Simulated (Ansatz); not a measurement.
## Dielectric response of CeO2 (111) films

Wanted: ε of fluorite CeO2 (111) by finite fields on slabs, and the band edges against the vacuum where run.

Calculated with Ansatz 0.2.0; plane-wave DFT, PBEsol, Ansatz PAW.

Report form: inputs, costs, results and the conclusion, without the logs.

### Step 1. The starting structure

The cell holds 6 atoms: 4 O and 2 Ce. Its edges and angles: a = 3.825 Å, b = 3.825 Å, c = 22.685 Å, α = 90.0°, β = 90.0°, γ = 120.0°. It derives from CeO2 (fluorite CeO2). Vacuum lies along c.

### Step 2. Relaxation, 6 atoms, units 2

The structure is relaxed first, because levels and dipoles at a surface follow the positions of the outer atoms.

Contents of input.yaml:

```yaml
crystal:
  lattice:
    - [3.82544769, 0.0, 0.0]
    - [-1.91272384, 3.31293488, 0.0]
    - [0.0, 0.0, 22.6851974345]
  atoms:
    - { symbol: O, position: [0.66666667, 0.33333333, 0.3967344797] }
    - { symbol: Ce, position: [0.33333333, 0.66666667, 0.4311563198] }
    - { symbol: O, position: [0.0, 0.0, 0.4655781599] }
    - { symbol: O, position: [0.33333333, 0.66666667, 0.5344218401] }
    - { symbol: Ce, position: [0.0, 0.0, 0.5688436802] }
    - { symbol: O, position: [0.66666667, 0.33333333, 0.6032655203] }
kpoints:
  mp_grid: { grid: [12, 12, 1] }
hamiltonian:
  xc: pbesol
scf:
  occupations: { method: fixed }
  convergence: { dr2_threshold: 1.0e-09 }
efield:
  axis: 3
  dipole_correction: true
  ramp_position: 0.97
  ramp_width: 0.06
relax:
  f_tol: 0.003
  max_steps: 100
output:
  eigenvalues: true
  write_potential: true
  write_density: true
  volumetric_format: npy
```

Started as:

```sh
$ ansatz run input.yaml --threads 4 --pin off --max-ram 12288MiB --backend cpu --events-out ev --progress --plain --runs-dir out
```

Elapsed: 32 s, on 4 threads of Arm Neoverse V1, shared host; peak memory 0.63 GiB.

Step by step:

```csv
step,energy less that of the first step (eV),largest force component (eV/Å)
1,0.0000,0.2887
2,-0.0215,0.2529
3,-0.0304,0.0371
4,-0.0306,0.0161
5,-0.0306,0.0009
```

Forces are held to the 6 operations that the program found; a distortion that breaks them can't arise in this run.

The atoms that moved most (Å):

```csv
atom,dx,dy,dz,length
O1,0.000,0.000,0.066,0.066
O6,0.000,0.000,-0.066,0.066
O4,0.000,0.000,-0.045,0.045
O3,0.000,0.000,0.045,0.045
Ce2,0.000,0.000,0.031,0.031
Ce5,0.000,0.000,-0.031,0.031
```

Final coordinates:

```xyz
6
Lattice="3.8254 0.0000 0.0000 -1.9127 3.3129 0.0000 0.0000 0.0000 22.6852" Properties=species:S:1:pos:R:3
O     1.9127    1.1043    9.0662
Ce    0.0000    2.2086    9.8122
O     0.0000    0.0000   10.6065
O     0.0000    2.2086   12.0787
Ce    0.0000    0.0000   12.8730
O     1.9127    1.1043   13.6190
```

Read from the output:

```yaml
gap_on_the_k_mesh: 1.900 eV
dipole_along_the_normal: 2.00e-6 e·Å
ionisation_energy_upper_face: 6.234 eV
electron_affinity_upper_face: 4.334 eV
```

Running mean over 3.123 Å of the planar mean; the ramp of the sawtooth is left out. The electron's electrostatic potential energy less the highest filled level by z:

```csv
z (Å),electron's electrostatic potential energy less the highest filled level (eV)
3.0,6.23
3.5,6.23
4.0,6.23
4.5,6.23
5.0,6.23
5.5,6.23
6.0,6.22
6.5,6.15
7.0,5.81
7.5,4.39
8.0,1.83
8.5,-0.910
9.0,-3.41
9.5,-4.86
10.0,-5.22
10.5,-5.46
11.0,-5.54
11.5,-5.51
12.0,-5.52
12.5,-5.31
13.0,-5.06
13.5,-4.11
14.0,-1.90
14.5,0.803
15.0,3.52
15.5,5.44
16.0,6.09
16.5,6.20
17.0,6.23
17.5,6.23
18.0,6.23
18.5,6.23
19.0,6.23
19.5,6.23
```

The relaxation took 5 steps and lowered the energy by 0.031 eV; the largest force on the free atoms ends at 8.7e-4 eV/Å.

The gap is 1.90 eV, with the valence edge 6.23 eV and the conduction edge 4.33 eV under the upper vacuum level.

### Step 3. Atoms held, 6 atoms, units 2, field 0.1 V/Å

A sawtooth potential applies the field, turning back in the middle of the vacuum. With the dipole correction the typed value is the field outside the slab. The induced dipole is small, so the SCF threshold is tight.

Contents of input.yaml:

```yaml
crystal:
  lattice:
    - [3.8254476898, -2.9e-09, 0.0]
    - [-1.9127238424, 3.3129348816, 0.0]
    - [0.0, 0.0, 22.6851974345]
  atoms:
    - { symbol: O, position: [0.6666666667, 0.3333333333, 0.3996512748] }
    - { symbol: Ce, position: [0.3333333333, 0.6666666667, 0.4325360557] }
    - { symbol: O, position: [0.0, 0.0, 0.4675528022] }
    - { symbol: O, position: [0.3333333333, 0.6666666667, 0.5324471852] }
    - { symbol: Ce, position: [0.0, 0.0, 0.5674639512] }
    - { symbol: O, position: [0.6666666667, 0.3333333333, 0.6003487309] }
kpoints:
  mp_grid: { grid: [12, 12, 1] }
hamiltonian:
  xc: pbesol
scf:
  occupations: { method: fixed }
  convergence: { dr2_threshold: 1.0e-10 }
efield:
  axis: 3
  dipole_correction: true
  ramp_position: 0.9527
  ramp_width: 0.0945
  amplitude: 0.1
output:
  write_potential: true
  write_density: true
  volumetric_format: npy
```

Elapsed: 11 s, on 4 threads; peak memory 0.59 GiB; 42 s of CPU time.

Read from the output:

```yaml
gap_on_the_k_mesh: 1.899 eV
dipole_along_the_normal: 0.03862 e·Å
```

The dipole is 0.0386 e·Å, and the gap on the mesh 1.899 eV.

### Step 4. Single point, 6 atoms, units 2, field -0.1 V/Å

input.yaml, as its differences from that of step 3:

```diff
@@ -24,3 +24,3 @@
   ramp_width: 0.0945
-  amplitude: 0.1
+  amplitude: -0.1
 output:
```

Wall time 11 s (4 threads); peak memory 0.59 GiB; 43 s of CPU time.

The dipole is -0.0386 e·Å, and the gap on the mesh 1.899 eV.

### Step 5. Response with the atoms held, 6 atoms, units 2

This step: plane-wave DFT, PBEsol, Ansatz PAW; response to a field along the normal, atoms held (Ansatz 0.2.0).

The two fields give this film's response with the atoms held: the electronic part.

Numbers from this step:

- equivalent conductor thickness p/(ε₀AE): 5.514 Å
- distance between the outer atoms: 4.553 Å
- thickness: 6.247 Å

Local field over the applied field, running mean. From the potentials at -0.1 and 0.1 V/Å; running mean over 3.123 Å, taken twice. The local field over applied field by z:

```csv
z (Å),local field over applied field
4.11,0.992
4.54,0.996
4.96,0.991
5.25,0.984
5.67,0.966
6.10,0.935
6.52,0.888
6.81,0.849
7.23,0.776
7.66,0.689
8.08,0.593
8.37,0.527
8.79,0.429
9.22,0.341
9.64,0.268
9.92,0.228
10.35,0.182
10.78,0.152
11.20,0.138
11.48,0.138
11.91,0.152
12.34,0.182
12.76,0.228
13.04,0.268
13.47,0.341
13.89,0.429
14.32,0.527
14.60,0.593
15.03,0.689
15.45,0.776
15.88,0.849
16.16,0.888
16.59,0.935
17.01,0.966
17.44,0.984
17.72,0.991
18.15,0.996
18.57,0.992
```

The induced electron density oscillates, so the rows of the table below give means over 0.5 Å (shorter at the two ends). Its distinct maxima (Å: e/Å³ per V/Å): 8.37: 0.00322, 10.92: 4.4e-4, 12.19: 0.00115. Distinct minima: 10.49: -0.00115, 11.77: -4.4e-4, 14.32: -0.00322.

Electrons, planar mean, per unit field. Table of induced electron density by z; means over each step:

```csv
z (Å),induced electron density (e/Å³ per V/Å)
4.5,2.0e-6
5.0,6.5e-6
5.5,2.1e-5
6.0,6.5e-5
6.5,1.9e-4
7.0,5.2e-4
7.5,0.00130
8.0,0.00254
8.5,0.00288
9.0,0.00195
9.5,5.0e-4
10.0,1.5e-4
10.5,-7.7e-4
11.0,2.6e-4
11.5,-1.9e-4
12.0,3.6e-4
12.5,3.1e-4
13.0,-2.5e-4
13.5,-0.00158
14.0,-0.00246
14.5,-0.00293
15.0,-0.00171
15.5,-7.5e-4
16.0,-2.8e-4
16.5,-9.9e-5
17.0,-3.2e-5
17.5,-1.0e-5
18.0,-3.0e-6
18.5,-1.1e-6
```

By hand: between -0.1 and 0.1 V/Å the dipole changes by 0.07724 e·Å, a slope of 0.3862 e·Å²/V. A perfect conductor of thickness t has p = ε₀AEt, so t = 180.95 × 0.3862 / 12.673 = 5.51 Å (e/ε₀ = 180.95 V·Å, A in Å²).

The induced dipole is that of a conductor 5.51 Å thick.

### Step 6. Relaxing in the field, 6 atoms, field 0.05 V/Å

This step: plane-wave DFT, PBEsol, Ansatz PAW (Ansatz 0.2.0).

Now the atoms may follow the field. A weak field makes forces of meV/Å to tens of meV/Å, so the force tolerance is set well below the usual one.

input.yaml, as its differences from that of step 4:

```diff
@@ -22,5 +22,8 @@
   dipole_correction: true
-  ramp_position: 0.9527
-  ramp_width: 0.0945
-  amplitude: -0.1
+  ramp_position: 0.97
+  ramp_width: 0.06
+  amplitude: 0.05
+relax:
+  f_tol: 0.0006
+  max_steps: 70
 output:
```

The job ended after 29 s (4 threads; peak memory 0.59 GiB; 1.9 min of CPU time).

Hardly anything moved in the relaxation; the energy changed by under 0.2 meV an atom.

Read from the output:

| Quantity | Value |
| --- | --- |
| gap on the k-mesh | 1.900 eV |
| dipole along the normal | 0.02270 e·Å |

The relaxation took 5 steps and lowered the energy by 8.5e-5 eV; the largest force on the free atoms ends at 6.9e-5 eV/Å.

The dipole is 0.0227 e·Å, and the gap on the mesh 1.900 eV.

### Step 7. Relaxing in the field, 6 atoms, field -0.05 V/Å

The opposite sign, again from the field-free geometry; the difference of the two cancels what relaxes without a field.

input.yaml, as its differences from that of step 6:

```diff
@@ -24,3 +24,3 @@
   ramp_width: 0.06
-  amplitude: 0.05
+  amplitude: -0.05
 relax:
```

The job ended after 29 s (4 threads; peak memory 0.59 GiB; 1.9 min of CPU time).

Hardly anything moved in the relaxation; the energy changed by under 0.2 meV an atom.

The relaxation took 5 steps and lowered the energy by 8.5e-5 eV; the largest force on the free atoms ends at 6.8e-5 eV/Å.

The dipole is -0.0227 e·Å, and the gap on the mesh 1.900 eV.

### Step 8. Response with the atoms relaxed, 6 atoms, units 2

This step: plane-wave DFT, PBEsol, Ansatz PAW; response to a field along the normal, atoms relaxed (Ansatz 0.2.0).

The two relaxed runs give the static response.

This step gave:

- equivalent conductor thickness p/(ε₀AE): 6.482 Å

Local field over the applied field, running mean. From the potentials at -0.05 and 0.05 V/Å; running mean over 3.123 Å, taken twice. The local field over applied field by z:

z (Å), local field over applied field and a bar:
```
      4.5      0.996 ##############################
      5.0      0.989 ##############################
      5.5      0.966 #############################
      6.0      0.935 ############################
      6.5      0.897 ###########################
      7.0      0.807 ########################
      7.5      0.673 ####################
      8.0      0.525 ################
      8.5      0.394 ############
      9.0      0.284 ########
      9.5      0.151 ####
     10.0      0.052 #
     10.5      0.012 
     11.0      0.019 
     11.5      0.024 
     12.0      0.012 
     12.5      0.030 #
     13.0      0.107 ###
     13.5      0.236 #######
     14.0      0.355 ##########
     14.5      0.472 ##############
     15.0      0.618 ##################
     15.5      0.761 #######################
     16.0      0.871 ##########################
     16.5      0.923 ############################
     17.0      0.954 #############################
     17.5      0.984 ##############################
     18.0      0.995 ##############################
     18.5      0.998 ##############################
```

The induced dipole is that of a conductor 6.48 Å thick.

### Step 9. Relaxing the slab, 9 atoms, units 3

This step: plane-wave DFT, PBEsol, Ansatz PAW (Ansatz 0.2.0).

System of this step: CeO2 (111), 3 units. The cell holds 9 atoms: 6 O and 3 Ce. Cell: a = 3.825 Å, b = 3.825 Å, c = 25.809 Å, α = 90.0°, β = 90.0°, γ = 120.0°. It derives from CeO2 (fluorite CeO2). Vacuum lies along c.

The next thickness, treated alike, so that differences show the interior and the faces cancel.

Contents of input.yaml:

```yaml
crystal:
  lattice:
    - [3.82544769, 0.0, 0.0]
    - [-1.91272384, 3.31293488, 0.0]
    - [0.0, 0.0, 25.8086623908]
  atoms:
    - { symbol: O, position: [0.66666667, 0.33333333, 0.348720126] }
    - { symbol: Ce, position: [0.33333333, 0.66666667, 0.3789761008] }
    - { symbol: O, position: [0.0, 0.0, 0.4092320756] }
    - { symbol: O, position: [0.33333333, 0.66666667, 0.4697440252] }
    - { symbol: Ce, position: [0.0, 0.0, 0.5] }
    - { symbol: O, position: [0.66666667, 0.33333333, 0.5302559748] }
    - { symbol: O, position: [0.0, 0.0, 0.5907679244] }
    - { symbol: Ce, position: [0.66666667, 0.33333333, 0.6210238992] }
    - { symbol: O, position: [0.33333333, 0.66666667, 0.651279874] }
kpoints:
  mp_grid: { grid: [12, 12, 1] }
hamiltonian:
  xc: pbesol
scf:
  occupations: { method: fixed }
  convergence: { dr2_threshold: 1.0e-09 }
efield:
  axis: 3
  dipole_correction: true
  ramp_position: 0.97
  ramp_width: 0.06
relax:
  f_tol: 0.003
  max_steps: 100
output:
  eigenvalues: true
  write_potential: true
  write_density: true
  volumetric_format: npy
  elf: true
```

Elapsed: 61 s, on 4 threads; peak memory 0.83 GiB.

Step by step:

```csv
step,energy less that of the first step (eV),largest force component (eV/Å)
1,0.0000,0.2121
2,-0.0130,0.2341
3,-0.0221,0.0425
4,-0.0224,0.0057
5,-0.0224,0.0024
```

Forces are held to the 6 operations that the program found; a distortion that breaks them can't arise in this run.

The atoms that moved most (Å):

```csv
atom,dx,dy,dz,length
O1,0.000,0.000,0.071,0.071
O9,0.000,0.000,-0.071,0.071
Ce2,0.000,0.000,0.039,0.039
Ce8,0.000,0.000,-0.039,0.039
O7,0.000,0.000,-0.038,0.038
O3,0.000,0.000,0.038,0.038
O4,0.000,0.000,-0.008,0.008
O6,0.000,0.000,0.008,0.008
```

The relaxation took 5 steps and lowered the energy by 0.022 eV; the largest force on the free atoms ends at 0.0024 eV/Å.

The gap is 1.94 eV, with the valence edge 6.30 eV and the conduction edge 4.35 eV under the upper vacuum level.

### Step 10. Single point, 9 atoms, units 3, field 0.1 V/Å

Contents of input.yaml:

```yaml
crystal:
  lattice:
    - [3.8254476898, -2.9e-09, 0.0]
    - [-1.9127238424, 3.3129348816, 0.0]
    - [0.0, 0.0, 25.8086623908]
  atoms:
    - { symbol: O, position: [0.6666666667, 0.3333333333, 0.3514835689] }
    - { symbol: Ce, position: [0.3333333333, 0.6666666667, 0.3804814013] }
    - { symbol: O, position: [0.0, 0.0, 0.4107114253] }
    - { symbol: O, position: [0.3333333333, 0.6666666667, 0.4694157725] }
    - { symbol: Ce, position: [0.0, 0.0, 0.5000000006] }
    - { symbol: O, position: [0.6666666667, 0.3333333333, 0.5305842261] }
    - { symbol: O, position: [0.0, 0.0, 0.5892885739] }
    - { symbol: Ce, position: [0.6666666667, 0.3333333333, 0.619518599] }
    - { symbol: O, position: [0.3333333333, 0.6666666667, 0.6485164324] }
kpoints:
  mp_grid: { grid: [12, 12, 1] }
hamiltonian:
  xc: pbesol
scf:
  occupations: { method: fixed }
  convergence: { dr2_threshold: 1.0e-10 }
efield:
  axis: 3
  dipole_correction: true
  ramp_position: 0.9582
  ramp_width: 0.0837
  amplitude: 0.1
output:
  write_potential: true
  write_density: true
  volumetric_format: npy
```

The job ended after 23 s (4 threads; peak memory 0.82 GiB; 89 s of CPU time).

The dipole is 0.0576 e·Å, and the gap on the mesh 1.931 eV.

### Step 11. Single point, 9 atoms, units 3, field -0.1 V/Å

input.yaml, as its differences from that of step 10:

```diff
@@ -27,3 +27,3 @@
   ramp_width: 0.0837
-  amplitude: 0.1
+  amplitude: -0.1
 output:
```

Run time: 23 s. Hardware: 4 threads; peak memory 0.82 GiB; 90 s of CPU time.

The dipole is -0.0576 e·Å, and the gap on the mesh 1.931 eV.

### Step 12. Response with the atoms held, 9 atoms, units 3

This step: plane-wave DFT, PBEsol, Ansatz PAW; response to a field along the normal, atoms held (Ansatz 0.2.0).

Local field over the applied field, running mean. From the potentials at -0.1 and 0.1 V/Å; running mean over 3.123 Å, taken twice. The local field over applied field by z:

```csv
z (Å),local field over applied field
4.5,0.996
5.0,0.990
5.5,0.974
6.0,0.943
6.5,0.892
7.0,0.818
7.5,0.724
8.0,0.614
8.5,0.497
9.0,0.386
9.5,0.292
10.0,0.221
10.5,0.172
11.0,0.143
11.5,0.129
12.0,0.126
12.5,0.125
13.0,0.125
13.5,0.125
14.0,0.126
14.5,0.133
15.0,0.152
15.5,0.188
16.0,0.245
16.5,0.326
17.0,0.427
17.5,0.541
18.0,0.657
18.5,0.762
19.0,0.849
19.5,0.914
20.0,0.957
20.5,0.982
21.0,0.993
21.5,0.998
```

The induced dipole is that of a conductor 8.23 Å thick.

### Step 13. Field on, atoms free, 9 atoms, units 3, field 0.05 V/Å

This step: plane-wave DFT, PBEsol, Ansatz PAW (Ansatz 0.2.0).

The same pair of relaxations in the field for this thickness.

input.yaml, as its differences from that of step 11:

```diff
@@ -25,5 +25,8 @@
   dipole_correction: true
-  ramp_position: 0.9582
-  ramp_width: 0.0837
-  amplitude: -0.1
+  ramp_position: 0.97
+  ramp_width: 0.06
+  amplitude: 0.05
+relax:
+  f_tol: 0.0006
+  max_steps: 70
 output:
```

Elapsed: 45 s, on 4 threads; peak memory 0.78 GiB; 3 min of CPU time.

Hardly anything moved in the relaxation; the energy changed by under 0.2 meV an atom.

The relaxation took 4 steps and lowered the energy by 1.1e-4 eV; the largest force on the free atoms ends at 5.6e-4 eV/Å.

The dipole is 0.0332 e·Å, and the gap on the mesh 1.943 eV.

### Step 14. Relaxing in the field, 9 atoms, units 3, field -0.05 V/Å

input.yaml, as its differences from that of step 13:

```diff
@@ -27,3 +27,3 @@
   ramp_width: 0.06
-  amplitude: 0.05
+  amplitude: -0.05
 relax:
```

The job ended after 46 s (4 threads; peak memory 0.77 GiB; 3 min of CPU time).

Hardly anything moved in the relaxation; the energy changed by under 0.2 meV an atom.

The relaxation took 4 steps and lowered the energy by 1.1e-4 eV; the largest force on the free atoms ends at 5.6e-4 eV/Å.

The dipole is -0.0332 e·Å, and the gap on the mesh 1.943 eV.

### Step 15. Response with the atoms relaxed, 9 atoms, units 3

This step: plane-wave DFT, PBEsol, Ansatz PAW; response to a field along the normal, atoms relaxed (Ansatz 0.2.0).

Local field over the applied field, running mean. From the potentials at -0.05 and 0.05 V/Å; running mean over 3.123 Å, taken twice. Local field over applied field against z:

```csv
z (Å),local field over applied field
4.5,0.996
5.0,0.989
5.5,0.965
6.0,0.930
6.5,0.891
7.0,0.802
7.5,0.669
8.0,0.526
8.5,0.396
9.0,0.289
9.5,0.160
10.0,0.0684
10.5,0.0399
11.0,0.0332
11.5,0.0281
12.0,0.0148
12.5,0.0178
13.0,0.0261
13.5,0.0138
14.0,0.0196
14.5,0.0305
15.0,0.0351
15.5,0.0463
16.0,0.0935
16.5,0.210
17.0,0.332
17.5,0.441
18.0,0.580
18.5,0.723
19.0,0.844
19.5,0.909
20.0,0.942
20.5,0.977
21.0,0.993
21.5,0.998
```

The induced dipole is that of a conductor 9.49 Å thick.

(Continued in part 2 of 2.)

[Long decimals in the printed logs are rounded to 6 places.]

[Logs are printed without paths, hosts, clocks, repeated set-up lines and the standing remarks that a program may print on its own settings, such as how far it seeks lower states.]

[Hosts, paths, dates, database ids (printed as entryN), source tags and the programs' standing remarks are cut or masked in the printed files.]

[Maps of the electrostatic potential energy from Ansatz leave out the sawtooth potential of an applied field or a dipole correction, so their vacuum need not be flat; planar profiles and work functions include it.]
